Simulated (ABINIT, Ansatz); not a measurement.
# ZrZnF6 (Fm-3m): G0W0 on several meshes in ABINIT, part 2 of 2

Wanted: mesh dependence and cost of G0W0 for ZrZnF6 (Fm-3m).

ABINIT 10.8.3; PBEsol and many-body steps on it, plane waves. Known limits of the many-body steps: not at the basis limit; d shell near the gap, gap tends to lie low; no spin-orbit coupling; coarse k mesh.

So far. Step 4 (2×2×2): The gap on the mesh goes from 6.31 eV to 11.15 eV, a correction of +4.84 eV. Step 5 (Empty states on the mesh, 4×4×4 mesh, 135 bands): On this mesh the gap is 6.313 eV.

## Step 7: 4×4×4

This step: G0W0 on PBEsol, plane waves, norm-conserving pseudopotentials.

Input file run.abi:

```
acell 3*1.0 Angstrom
rprim 
  -0.000000000000 4.028896100000 4.028896100000
  4.028896100000 -0.000000000000 4.028896100000
  4.028896100000 4.028896100000 -0.000000000000
ntypat 3
znucl 40 30 9
natom 8
typat 1 2 3 3 3 3 3 3
xred 
  0.000000000000 0.000000000000 0.000000000000
  0.500000000000 0.500000000000 0.500000000000
  0.750139860000 0.249860140000 0.249860140000
  0.249860140000 0.750139860000 0.750139860000
  0.249860140000 0.750139860000 0.249860140000
  0.750139860000 0.249860140000 0.750139860000
  0.249860140000 0.249860140000 0.750139860000
  0.750139860000 0.750139860000 0.249860140000
pp_dirpath "pseudos"
pseudos "Zr.upf, Zn.upf, F.upf"
ecut 38
ngkpt 4 4 4
nshiftk 1
shiftk 0 0 0
kptopt 1
chksymbreak 0
istwfk *1
occopt 1
irdwfk 1
optdriver 4
nband 123
gwcalctyp 0
ecutsigx 38
symsigma 1
nkptgw 2
kptgw 
  0.5000000000 0.0000000000 0.0000000000
  0.0000000000 0.0000000000 0.0000000000
bdgw 
  36 40
  35 40
ecuteps 4.2
irdscr 1
ppmodel 1
indata_prefix "in"
outdata_prefix "out"
tmpdata_prefix "tmp"
```

Started as:

```console
OMP_NUM_THREADS=1 mpirun -n 4 abinit run.abi > log
```

Numbers of over 12 decimals in the logs are rounded to 6 here.

What it wrote:

```text
.Version 10.8.3 of ABINIT. v10.8.2 released Aug 2026.

 Symmetries : space group Fm -3 m (#225); Bravais cF (face-center cubic)
[... echo of the input left out ...]
== DATASET  1 ==================================================================
-   mpi_nproc: 4, omp_nthreads: 1 (-1 if OMP is not activated)

--- !DatasetInfo
iteration_state: {dtset: 1, }
dimensions: {natom: 8, nkpt: 8, mband: 123, nsppol: 1, nspinor: 1, nspden: 1, mpw: 9922, }
cutoff_energies: {ecut:  38.0, pawecutdg:  -1.0, }
electrons: {nelect:   7.40000000E+01, charge:   0.00000000E+00, occopt:   1.00000000E+00, tsmear:   1.00000000E-02, }

 SIGMA: Calculation of the GW corrections

 Based on a program developped by R.W. Godby, V. Olevano, G. Onida, and L. Reining.
 Incorporated in ABINIT by V. Olevano, G.-M. Rignanese, and M. Torrent.
.Using double precision arithmetic ; gwpc =  8

[... cell and pseudopotentials left out ...]
--------------------------------------------------------------------------------

 ==== K-mesh for the wavefunctions ====
 Number of points in the irreducible wedge :     8
[... list of points left out ...]
 Together with 48 symmetry operations and time-reversal symmetry
 yields    64 points in the full Brillouin Zone.

 ==== Q-mesh for screening function ====
 Number of points in the irreducible wedge :     8
[... list of points left out ...]
 Together with 48 symmetry operations and time-reversal symmetry
 yields    64 points in the full Brillouin Zone.

 vcoul_init : cutoff-mode = AUXILIARY_FUNCTION
 q-points for optical limit:   1
     1)      0.000010    0.000020    0.000030
 setmesh: FFT mesh size selected  =    60x   60x   60
          total number of points  =       216000

 Number of electrons calculated from density =   74.0000; Expected =   74.0000
[...]
number of omega for Sigma on real axis              0
 max omega for Sigma on real axis  [eV]           0.00
 zcut for avoiding poles [eV]                     0.10

 EPSILON^-1 parameters (SCR file):
 dimension of the eps^-1 matrix on file            339
 dimension of the eps^-1 matrix used               339
 number of plane-waves for wavefunctions          9841
 number of bands                                   123
 number of q-points in IBZ                           8
 number of frequencies                               2
 number of real frequencies                          1
 number of imag frequencies                          1

 matrix elements of self-energy operator (all in [eV])

 Perturbative Calculation

--- !SelfEnergy_ee
iteration_state: {dtset: 1, }
kpoint     : [   0.500,    0.000,    0.000, ]
spin       : 1
KS_gap     :    6.313
QP_gap     :   11.340
Delta_QP_KS:    5.027
data: !SigmaeeData |
     Band     E0 <VxcDFT>   SigX SigC(E0)      Z dSigC/dE  Sig(E)    E-E0       E
       36  -1.574 -28.749 -36.819   5.380   0.818  -0.222 -30.951  -2.201  -3.775
       37  -1.574 -28.749 -36.819   5.380   0.818  -0.222 -30.951  -2.201  -3.775
       38   4.739 -16.347  -9.938  -3.080   0.849  -0.178 -13.522   2.825   7.564
[...]
--- !SelfEnergy_ee
iteration_state: {dtset: 1, }
kpoint     : [   0.000,    0.000,    0.000, ]
spin       : 1
KS_gap     :    6.958
QP_gap     :   11.694
Delta_QP_KS:    4.736
data: !SigmaeeData |
     Band     E0 <VxcDFT>   SigX SigC(E0)      Z dSigC/dE  Sig(E)    E-E0       E
[...]
39   4.770 -16.625 -10.208  -3.063   0.847  -0.180 -13.782   2.843   7.613
       40   4.770 -16.625 -10.208  -3.063   0.847  -0.180 -13.782   2.843   7.613

== END DATASET(S) ==============================================================
================================================================================

 -outvars: echo values of variables after computation  --------
           etotal      0.0000000000E+00
            nband         123
             nkpt           8
          spgroup         225
 [... the other variables as echoed above ...]

 Calculation completed.
```

It took 24 s on 4 MPI ranks of Arm Neoverse V2, shared host; peak memory 2.4 GiB; 96 s of CPU time.

Numbers from this step:

```yaml
g0w0_gap_on_the_points_computed: 11.34 eV
starting_gap_on_the_mesh: 6.313 eV
k_of_the_valence_top: 0.5, 0, 0
k_of_the_conduction_bottom: 0.5, 0, 0
z_at_the_valence_top: 0.818
z_at_the_conduction_bottom: 0.849
least_direct_g0w0_gap_on_the_computed_points: 11.34 eV
```

Against G0W0 in ABINIT (2×2×2 mesh, 123 bands, screening to 114.3 eV, Godby-Needs plasmon pole), the gap moves by +0.190 eV.

## Step 8: The runs together

Times are wall times on 4 MPI ranks of Arm Neoverse V2, shared host, good to a factor of about two. A run's time includes the screening step that it read.

```csv
run,mesh,bands,screening cutoff (eV),DFT gap (eV),gap on the mesh (eV),direct (eV),ε∞ used,time
2×2×2,2×2×2,123,114.3,6.313,11.149,11.149,2.16,43 s
4×4×4,4×4×4,123,114.3,6.313,11.339,11.339,2.13,4 min
```

## Step 9: Summary of results

```
2×2×2        : 11.149 eV
4×4×4        : 11.339 eV
known limits : not at the basis limit; d shell near the gap, gap tends to lie low; no spin-orbit coupling; coarse k mesh
```

4×4×4: +0.190 eV against 2×2×2. Bands and cutoff are finite, so the gap is not at the basis limit. The miss can reach some tenths of an eV and take either sign; the mesh is an error of its own. In the G0W0 runs levels were corrected at 2 k points alone, so a gap called «on the mesh» is the least over those, and an edge elsewhere would be missed. The 2×2×2 mesh is coarse for this cell, which bears on the long-range parts of exchange and screening. A d shell, filled or nearly so, lies near the gap. One-shot GW converges very slowly in bands there, not always from below, and on a semilocal start the gap tends to come out low; starts rich in exact exchange can overshoot instead. The many-body steps are scalar-relativistic: spin-orbit coupling is not in them.

[Paths, hosts, dates, memory and timing lines, banners, echoed tables and standing remarks are left out of the program output.]

[Logs are printed without paths, hosts, clocks, repeated set-up lines and the standing remarks that a program may print on its own settings, such as how far it seeks lower states.]

[Runs of the session that timed out or met a known fault of the program may be left out.]

[Hosts, paths, dates, database ids (printed as entryN), source tags and the programs' standing remarks are cut or masked in the printed files.]

[G0W0 gaps are taken among the corrected bands and points alone; a level outside them can change the order at an edge.]

[Where Ansatz stands beside ABINIT at settings called matched, ABINIT's density can come from a denser mesh and the files from another edition; pairs whose starting gaps differed by over 0.03 eV were left out, so agreement reads better than it is.]
